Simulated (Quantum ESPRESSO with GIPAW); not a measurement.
**Solid-state NMR of Si3N4 by GIPAW**

Aim: the magnetic shielding of every site in Si3N4.

Method: DFT, PBEsol, plane-wave PAW (pslibrary 1.0.0 recipes), scalar-relativistic, GIPAW; a patched development version of the program, in Quantum ESPRESSO with GIPAW 8.0dev (patched build).

**1. Set-up**

Symmetry: P6_3/m, No. 176, hexagonal system. The conventional cell has a = 7.604 Å, b = 7.604 Å, c = 2.906 Å, α = 90.00°, β = 90.00°, γ = 120.00°. Si has 4 N at 1.73 to 1.74 Å nearest. Nearest to N lie 3 Si at 1.73 Å. Nearest to N lie 3 Si at 1.74 Å. Farther neighbours and most contacts between anions are not listed.

The cell is an entry of the Crystallography Open Database; it need not be the form that is stable at ambient conditions.

This structure had its atoms relaxed beforehand (DFT, PBEsol, plane-wave PAW (pslibrary 1.0.0 recipes), Quantum ESPRESSO with GIPAW), starting from the database entry, since shieldings follow bond lengths closely.

**2. Self-consistent run**

First the ground state. The response equations take the occupied wavefunctions as exact, so conv_thr is set much tighter than for an energy. No empty states are asked for: the response is solved without them. The mesh has a spacing of 0.32 Å⁻¹ at most. The PAW files were made with ld1.x from the pslibrary 1.0.0 recipes, with GIPAW reconstruction switched on.

scf.in

```
&control
  calculation = 'scf'
  prefix = 'x'
  outdir = './tmp/'
  pseudo_dir = './'
/
&system
  ibrav = 0
  nat = 14
  ntyp = 2
  ecutwfc = 55
  ecutrho = 340
  nbnd = 32
/
&electrons
  conv_thr = 1.0d-10
  mixing_beta = 0.7
  electron_maxstep = 100
/
ATOMIC_SPECIES
  Si 28.085 Si.pbesol-n-kjpaw_psl.1.0.0-gipaw.UPF
  N 14.007 N.pbesol-n-kjpaw_psl.1.0.0-gipaw.UPF
CELL_PARAMETERS angstrom
  7.60440000 0.00000000 0.00000000
  -3.80220000 6.58560358 0.00000000
  0.00000000 0.00000000 2.90630000
ATOMIC_POSITIONS crystal
  Si 0.17343544 0.40636327 0.75000000
  Si 0.40636327 0.23292783 0.25000000
  Si 0.23292783 0.82656456 0.75000000
  Si 0.82656456 0.59363673 0.25000000
  Si 0.59363673 0.76707217 0.75000000
  Si 0.76707217 0.17343544 0.25000000
  N 0.33333333 0.66666667 0.75000000
  N 0.66666667 0.33333333 0.25000000
  N 0.32986317 0.30065869 0.75000000
  N 0.30065869 0.97079552 0.25000000
  N 0.97079552 0.67013683 0.75000000
  N 0.67013683 0.69934131 0.25000000
  N 0.69934131 0.02920448 0.75000000
  N 0.02920448 0.32986317 0.25000000
K_POINTS automatic
  3 3 7 0 0 0
```

Launch:

```bash
$ mpirun -np 8 pw.x -nk 8 -in scf.in > scf.out
```

Log:

```text
[...]
as large as its charge; the limit is 4.5
     Functions over the limit replaced by smooth ones with the moment of the charge, as mend_augmentation asks: 2
     This moves results (see INPUT_PW). Waves and levels in the save fit builds from 8.0dev_s219 on
     using ibrav=0 with symmetry is DISCOURAGED, use correct ibrav instead

     bravais-lattice index     =            0
     lattice parameter (alat)  =      14.3702  a.u.
     unit-cell volume          =     982.1947 (a.u.)^3
     number of atoms/cell      =           14
     number of atomic types    =            2
     number of electrons       =        64.00
     number of Kohn-Sham states=           32
     kinetic-energy cutoff     =      55.0000  Ry
     charge density cutoff     =     340.0000  Ry
     scf convergence threshold =      1.0E-10
     mixing beta               =       0.7000
     number of iterations used =            8  plain     mixing
     Exchange-correlation= SLA-PW-PSX-PSC
                           (   1   4  10   8   0   0   0)
[...]
Si                4.00    28.08500     Si( 1.00)
     N                 5.00    14.00700     N ( 1.00)

     12 Sym. Ops., with inversion, found ( 6 have fractional translation)
[...]
number of k points=    12
[...]
Dense  grid:   103899 G-vectors     FFT dimensions: (  90,  90,  36)

     Smooth grid:    54007 G-vectors     FFT dimensions: (  72,  72,  30)

     Check: negative core charge=   -0.000004

     Initial potential from superposition of free atoms

     starting charge      63.9967, renormalised to      64.0000
     Starting wfcs are   56 randomized atomic wfcs

     Self-consistent Calculation

     iteration #  1     ecut=    55.00 Ry     beta= 0.70
     Davidson diagonalization with overlap
     ethr =  1.00E-02,  avg # of iterations =  2.0

     total energy              =    -495.90696578 Ry
     estimated scf accuracy    <       3.89296293 Ry

     iteration #  2     ecut=    55.00 Ry     beta= 0.70
     Davidson diagonalization with overlap
     ethr =  6.08E-03,  avg # of iterations =  2.3

     total energy              =    -497.21421634 Ry
     estimated scf accuracy    <       1.86543559 Ry

     iteration #  3     ecut=    55.00 Ry     beta= 0.70
     Davidson diagonalization with overlap
     ethr =  2.91E-03,  avg # of iterations =  2.0

     total energy              =    -497.46310661 Ry
     estimated scf accuracy    <       0.03299178 Ry

[...]
total energy              =    -497.48471198 Ry
[...]
iteration # 14     ecut=    55.00 Ry     beta= 0.70
     Davidson diagonalization with overlap
     ethr =  2.24E-13,  avg # of iterations =  5.7

     total energy              =    -497.48471198 Ry
     estimated scf accuracy    <          2.2E-10 Ry

     iteration # 15     ecut=    55.00 Ry     beta= 0.70
     Davidson diagonalization with overlap
     ethr =  2.24E-13,  avg # of iterations =  2.0

     End of self-consistent calculation
     [one-electron energies left out]

!    total energy              =    -497.48471198 Ry
     total all-electron energy =     -4348.290517 Ry
     estimated scf accuracy    <          8.0E-11 Ry

     The total energy is the sum of the following terms:
     one-electron contribution =     -20.71287521 Ry
     hartree contribution      =      52.32301691 Ry
     xc contribution           =     -84.05931402 Ry
     ewald contribution        =    -176.74442377 Ry
     one-center paw contrib.   =    -268.29111589 Ry

     convergence has been achieved in  15 iterations
[...]
JOB DONE.
```

Elapsed: 27 s, on 8 MPI ranks of Arm Neoverse V2, shared host; peak memory 1.5 GiB; 3.5 min of CPU time.

It converged in 15 cycles to an estimated accuracy of 8e-11 Ry, on 12 irreducible k-points.

**3. Shieldings**

The job finds the current that a weak uniform field induces (applied as a long wave, q_gipaw) and the field that this current makes at each nucleus. On atoms with p or d valence electrons much of the paramagnetic part arises close to the nucleus, where the PAW partial waves rebuild the true states. pawproj makes the reconstruction use the PAW data sets' own projectors.

nmr.in

```
&inputgipaw
  job = 'nmr'
  prefix = 'x'
  tmp_dir = './tmp/'
  restart_mode = 'from_scratch'
  verbosity = 'low'
  q_gipaw = 0.01
  spline_ps = .true.
  conv_threshold = 1.0d-11
  use_nmr_macroscopic_shape = .false.
  pawproj(1) = .true.
  pawproj(2) = .true.
/
```

Launch:

```bash
$ mpirun -np 8 gipaw.x -in nmr.in > nmr.out
```

Log:

```text
[banner, memory and clock lines left out]
[a note of our patched build left out]

     Parallelizing q-star over 1 images

     IMPORTANT: XC functional enforced from input :
     Exchange-correlation= PBESOL
                           (   1   4  10   8   0   0   0)
     Any further DFT definition will be discarded
     Please, verify this is what you really want

     In N.pbesol-n-kjpaw_psl.1.0.0-gipaw.UPF the largest augmentation function (projectors 1 and 4, L = 1) is 9.4 times
     as large as its charge; the limit is 4.5
     Functions over the limit replaced by smooth ones with the moment of the charge, as in the saved run: 2

     Check: negative core charge=   -0.000004
[...]
WARNING: some symmetry operations do not permute x, y and z, so the susceptibility and the shape term are
     wrong: all shieldings move alike (in wurtzite BN nosym gave 13 and 6 ppm more at 3 and 6 points an axis).
     Run pw.x with nosym, and raise the mesh until the susceptibility stays

     alpha_pv=     36.4528 eV

     spline_ps is .false., expect some extrapolation errors

     q-space interpolation up to    66.00 Rydberg

     GIPAW job: nmr
     NMR macroscopic correction: no
[...]
Computing the magnetic susceptibility     isolve=0    ethr=  0.1000E-10
     Starting from scratch
     k-point #    1 of    12      pool #  1    cpu time:       0.7
[...]
End of magnetic susceptibility calculation

     f-sum rule (1st term):
           -63.1549          0.0007          0.0000
            -0.0007        -63.1549          0.0000
             0.0000          0.0000        -63.2194

     f-sum rule (2nd term):
            -1.0307         -0.0008          0.0000
             0.0008         -1.0307          0.0000
             0.0000         -0.0000         -1.0078

     f-sum rule (should be   -64.1816):
           -64.1856         -0.0001          0.0000
             0.0001        -64.1856          0.0000
             0.0000          0.0000        -64.2272

[... susceptibilities left out ...]
     Contributions to the NMR chemical shifts: -------------------------------

     Macroscopic shape contribution in ppm:                    0.00
             0.0000          0.0000          0.0000
             0.0000          0.0000          0.0000
             0.0000          0.0000          0.0000

     Core contribution in ppm:

     Atom  1  Si  pos: ( -0.029746  0.351921  0.286640)  core sigma:         836.91
     Atom  2  Si  pos: (  0.289899  0.201721  0.095547)  core sigma:         836.91
     Atom  3  Si  pos: ( -0.180354  0.715826  0.286640)  core sigma:         836.91
     Atom  4  Si  pos: (  0.529746  0.514104  0.095547)  core sigma:         836.91
     Atom  5  Si  pos: (  0.210101  0.664304  0.286640)  core sigma:         836.91
     Atom  6  Si  pos: (  0.680354  0.150199  0.095547)  core sigma:         836.91
     Atom  7  N   pos: ( -0.000000  0.577350  0.286640)  core sigma:         235.22
     Atom  8  N   pos: (  0.500000  0.288675  0.095547)  core sigma:         235.22
     Atom  9  N   pos: (  0.179534  0.260378  0.286640)  core sigma:         235.22
     Atom 10  N   pos: ( -0.184739  0.840734  0.095547)  core sigma:         235.22
     Atom 11  N   pos: (  0.635727  0.580356  0.286640)  core sigma:         235.22
     Atom 12  N   pos: (  0.320466  0.605647  0.095547)  core sigma:         235.22
     Atom 13  N   pos: (  0.684739  0.025292  0.286640)  core sigma:         235.22
     Atom 14  N   pos: ( -0.135727  0.285670  0.095547)  core sigma:         235.22

     Bare contribution in ppm:

     Atom  1  Si  pos: ( -0.029746  0.351921  0.286640)  bare sigma:         -31.43
[...]
Atom  2  Si  pos: (  0.289899  0.201721  0.095547)  bare sigma:         -31.43
[...]
Atom  3  Si  pos: ( -0.180354  0.715826  0.286640)  bare sigma:         -31.43
[...]
Atom  4  Si  pos: (  0.529746  0.514104  0.095547)  bare sigma:         -31.43
[...]
Atom  5  Si  pos: (  0.210101  0.664304  0.286640)  bare sigma:         -31.43
[...]
Atom  6  Si  pos: (  0.680354  0.150199  0.095547)  bare sigma:         -31.43
[...]
Atom  7  N   pos: ( -0.000000  0.577350  0.286640)  bare sigma:           3.92
[...]
Atom  8  N   pos: (  0.500000  0.288675  0.095547)  bare sigma:           3.92
[...]
Atom  9  N   pos: (  0.179534  0.260378  0.286640)  bare sigma:          12.75
[...]
Atom 10  N   pos: ( -0.184739  0.840734  0.095547)  bare sigma:          12.75
[...]
Atom 11  N   pos: (  0.635727  0.580356  0.286640)  bare sigma:          12.75
[...]
Atom 12  N   pos: (  0.320466  0.605647  0.095547)  bare sigma:          12.75
[...]
Atom 13  N   pos: (  0.684739  0.025292  0.286640)  bare sigma:          12.75
[...]
Atom 14  N   pos: ( -0.135727  0.285670  0.095547)  bare sigma:          12.75
[...]
Diamagnetic contribution in ppm:

     Atom  1  Si  pos: ( -0.029746  0.351921  0.286640)  dia sigma:           1.85
[...]
Atom  7  N   pos: ( -0.000000  0.577350  0.286640)  para sigma:         -82.95
[...]
Atom  8  N   pos: (  0.500000  0.288675  0.095547)  para sigma:         -82.95
[...]
Atom  9  N   pos: (  0.179534  0.260378  0.286640)  para sigma:         -71.31
[...]
Atom 10  N   pos: ( -0.184739  0.840734  0.095547)  para sigma:         -71.31
[...]
Atom 11  N   pos: (  0.635727  0.580356  0.286640)  para sigma:         -71.31
[...]
Atom 12  N   pos: (  0.320466  0.605647  0.095547)  para sigma:         -71.31
[...]
Atom 13  N   pos: (  0.684739  0.025292  0.286640)  para sigma:         -71.31
[...]
Atom 14  N   pos: ( -0.135727  0.285670  0.095547)  para sigma:         -71.31
[...]
Paramagnetic US occ-occ contribution in ppm:

     Atom  1  Si  pos: ( -0.029746  0.351921  0.286640)  para_oo sigma:          -2.84
[...]
Atom  2  Si  pos: (  0.289899  0.201721  0.095547)  para_oo sigma:          -2.84
[...]
Atom  3  Si  pos: ( -0.180354  0.715826  0.286640)  para_oo sigma:          -2.84
[...]
Atom  4  Si  pos: (  0.529746  0.514104  0.095547)  para_oo sigma:          -2.84
[...]
Atom  5  Si  pos: (  0.210101  0.664304  0.286640)  para_oo sigma:          -2.84
[...]
Atom  6  Si  pos: (  0.680354  0.150199  0.095547)  para_oo sigma:          -2.84
[...]
Atom  7  N   pos: ( -0.000000  0.577350  0.286640)  para_oo sigma:          -1.16
[...]
Atom  8  N   pos: (  0.500000  0.288675  0.095547)  para_oo sigma:          -1.16
[...]
Atom  9  N   pos: (  0.179534  0.260378  0.286640)  para_oo sigma:          -1.12
[...]
Atom 10  N   pos: ( -0.184739  0.840734  0.095547)  para_oo sigma:          -1.12
[...]
Atom 11  N   pos: (  0.635727  0.580356  0.286640)  para_oo sigma:          -1.12
[...]
Atom 12  N   pos: (  0.320466  0.605647  0.095547)  para_oo sigma:          -1.12
[...]
Atom 13  N   pos: (  0.684739  0.025292  0.286640)  para_oo sigma:          -1.12
[...]
Atom 14  N   pos: ( -0.135727  0.285670  0.095547)  para_oo sigma:          -1.12
[...]
Paramagnetic US L_R Q_R contribution in ppm:

     Atom  1  Si  pos: ( -0.029746  0.351921  0.286640)  para_lq sigma:          10.63
[...]
Atom  2  Si  pos: (  0.289899  0.201721  0.095547)  para_lq sigma:          10.63
[...]
Atom  3  Si  pos: ( -0.180354  0.715826  0.286640)  para_lq sigma:          10.63
[...]
Atom  4  Si  pos: (  0.529746  0.514104  0.095547)  para_lq sigma:          10.63
[...]
Atom  5  Si  pos: (  0.210101  0.664304  0.286640)  para_lq sigma:          10.63
[...]
Atom  6  Si  pos: (  0.680354  0.150199  0.095547)  para_lq sigma:          10.63
[...]
Atom  7  N   pos: ( -0.000000  0.577350  0.286640)  para_lq sigma:         -50.06
[...]
Atom  8  N   pos: (  0.500000  0.288675  0.095547)  para_lq sigma:         -50.06
[...]
Atom  9  N   pos: (  0.179534  0.260378  0.286640)  para_lq sigma:         -50.23
[...]
Atom 10  N   pos: ( -0.184739  0.840734  0.095547)  para_lq sigma:         -50.23
[...]
Atom 11  N   pos: (  0.635727  0.580356  0.286640)  para_lq sigma:         -50.23
[...]
Atom 12  N   pos: (  0.320466  0.605647  0.095547)  para_lq sigma:         -50.23
[...]
Atom 13  N   pos: (  0.684739  0.025292  0.286640)  para_lq sigma:         -50.23
[...]
Atom 14  N   pos: ( -0.135727  0.285670  0.095547)  para_lq sigma:         -50.23
[...]
Total NMR chemical shifts in ppm: ---------------------------------------
     (adopting the Simpson convention for anisotropy and asymmetry)-----------

     Atom  1  Si  pos: ( -0.029746  0.351921  0.286640)  Total sigma:         374.01
           359.1453         -7.2271         -0.0000
             6.1693        379.5730          0.0000
            -0.0000          0.0000        383.3139

     Si      1    anisotropy:    -22.32    eta:    0.2505
[...]
Atom  2  Si  pos: (  0.289899  0.201721  0.095547)  Total sigma:         374.01
[... its tensor is left out ...]
     Atom  3  Si  pos: ( -0.180354  0.715826  0.286640)  Total sigma:         374.01
[... its tensor is left out ...]
     Atom  4  Si  pos: (  0.529746  0.514104  0.095547)  Total sigma:         374.01
[... its tensor is left out ...]
     Atom  5  Si  pos: (  0.210101  0.664304  0.286640)  Total sigma:         374.01
[... its tensor is left out ...]
     Atom  6  Si  pos: (  0.680354  0.150199  0.095547)  Total sigma:         374.01
[... its tensor is left out ...]
     Atom  7  N   pos: ( -0.000000  0.577350  0.286640)  Total sigma:         112.21
            98.6488          3.6177         -0.0000
            -3.6177         98.6488         -0.0000
            -0.0000         -0.0000        139.3308

     N       7    anisotropy:     40.68    eta:    0.0000
[...]
Atom  8  N   pos: (  0.500000  0.288675  0.095547)  Total sigma:         112.21
[... its tensor is left out ...]
     Atom  9  N   pos: (  0.179534  0.260378  0.286640)  Total sigma:         132.51
           132.6625          5.1520          0.0000
             5.2415        150.7364          0.0000
            -0.0000          0.0000        114.1295

     N       9    anisotropy:     29.42    eta:    0.8741
[...]
Atom 10  N   pos: ( -0.184739  0.840734  0.095547)  Total sigma:         132.51
[... its tensor is left out ...]
     Atom 11  N   pos: (  0.635727  0.580356  0.286640)  Total sigma:         132.51
[... its tensor is left out ...]
     Atom 12  N   pos: (  0.320466  0.605647  0.095547)  Total sigma:         132.51
[... its tensor is left out ...]
     Atom 13  N   pos: (  0.684739  0.025292  0.286640)  Total sigma:         132.51
[... its tensor is left out ...]
     Atom 14  N   pos: ( -0.135727  0.285670  0.095547)  Total sigma:         132.51
[... its tensor is left out ...]
```

Run time: 3.7 min. Hardware: 8 MPI ranks; peak memory 0.85 GiB; 30 min of CPU time.

The f-sum rule is met to 0.046 of 64.2 (0.07 %). Converged shieldings require that this miss be small, but a small miss does not prove them. gipaw.x warns that with these symmetry operations the susceptibility and the shape term are unreliable; the other terms are not touched. This build smooths some augmentation functions of the files as it reads them, which, it says, moves results; by how much was not measured here.

From the symmetric part of each tensor, with principal values σ11 ≤ σ22 ≤ σ33: σ_iso is their mean, the span is σ33 − σ11 and the skew 3(σ_iso − σ22)/span. (gipaw.x prints an anisotropy in another convention.)

```
site  atom no.  atoms in cell  σ_iso (ppm)  span (ppm)   skew
  Si         1              6        374.0        24.2  -0.69
N(1)         7              2        112.2        40.7   1.00
N(2)         9              6        132.5        38.0   0.10
```

The macroscopic shape term is switched off. For a spherical sample the valence susceptibility of this run would add about 8 ppm to every site, a rough estimate, since the susceptibility converges slowly and lacks part of the PAW terms, above all in hexagonal and trigonal cells. Differences within the crystal don't depend on it, but shieldings of different compounds can't be compared to better than a few ppm without it.

An axis of order three or more runs through N(1), so two principal values coincide and the skew is ±1. In this run the largest span is that of N(1) (site symmetry -6), with principal values 98.6, 98.6 and 139.3 ppm.

**4. Sites, surroundings and shifts**

Covalently bonded atoms count as neighbours within 1.18 times the sum of their radii. Otherwise a cation's neighbours lie within 1.2 times its shortest bond (1.3 for large cations, each anion's radius taken off where they differ), and an anion's are the cations that count it.

```
site  atom no.  atoms in cell  surroundings     bonds (Å)  σ_iso (ppm)
  Si         1              6          SiN4  1.73 to 1.74        374.0
N(1)         7              2  bound to Si3         1.729        112.2
N(2)         9              6  bound to Si3         1.737        132.5
```

The 2 N sites spread over 20.3 ppm in shielding, from N(1) (least shielded) to N(2).

Simulated spectrum: 15N MAS at 25 kHz, 11.7 T (50.5 MHz), lines broadened by 1 ppm; the axis counts ppm from the isotropic position of N(2), as −Δσ; rigid lattice, with dipolar and J couplings left out. Its lines over 1.5 % of the strongest:

```
offset (ppm)  area
        20.3  0.33
         0.0  1.00
```

At this broadening the 2 isotropic lines are resolved.

**5. Results**

| Quantity | Value |
| --- | --- |
| 29Si shielding without shape term | 374.0 ppm |
| 15N shielding without shape term | 112.2, 132.5 ppm |

29Si has one site (SiN4), with isotropic shielding 374.0 ppm (shape term left out). A shift needs a reference, δ = σ_ref − σ, fixed on measured compounds; for 29Si of this kind at this level too few were at hand, or they scattered too widely about a line, so none is given. No sound run at another cutoff or mesh is at hand, so convergence rests on the f-sum rule and on experience with these files. This build of gipaw.x prints that it is not audited and that its numbers are no references by themselves. It also reports spline_ps as false although the input sets it; why was not traced.

[Banner, clock, file and message-heading lines were taken out of the pw.x and gipaw.x logs.]

[Logs are printed without paths, hosts, clocks, repeated set-up lines and the standing remarks that a program may print on its own settings, such as how far it seeks lower states.]

[Hosts, paths, dates, database ids (printed as entryN), source tags and the programs' standing remarks are cut or masked in the printed files.]

[Where no reference line passes its bar on scatter, no shift is given, so a measured shift of this compound may stand uncompared.]
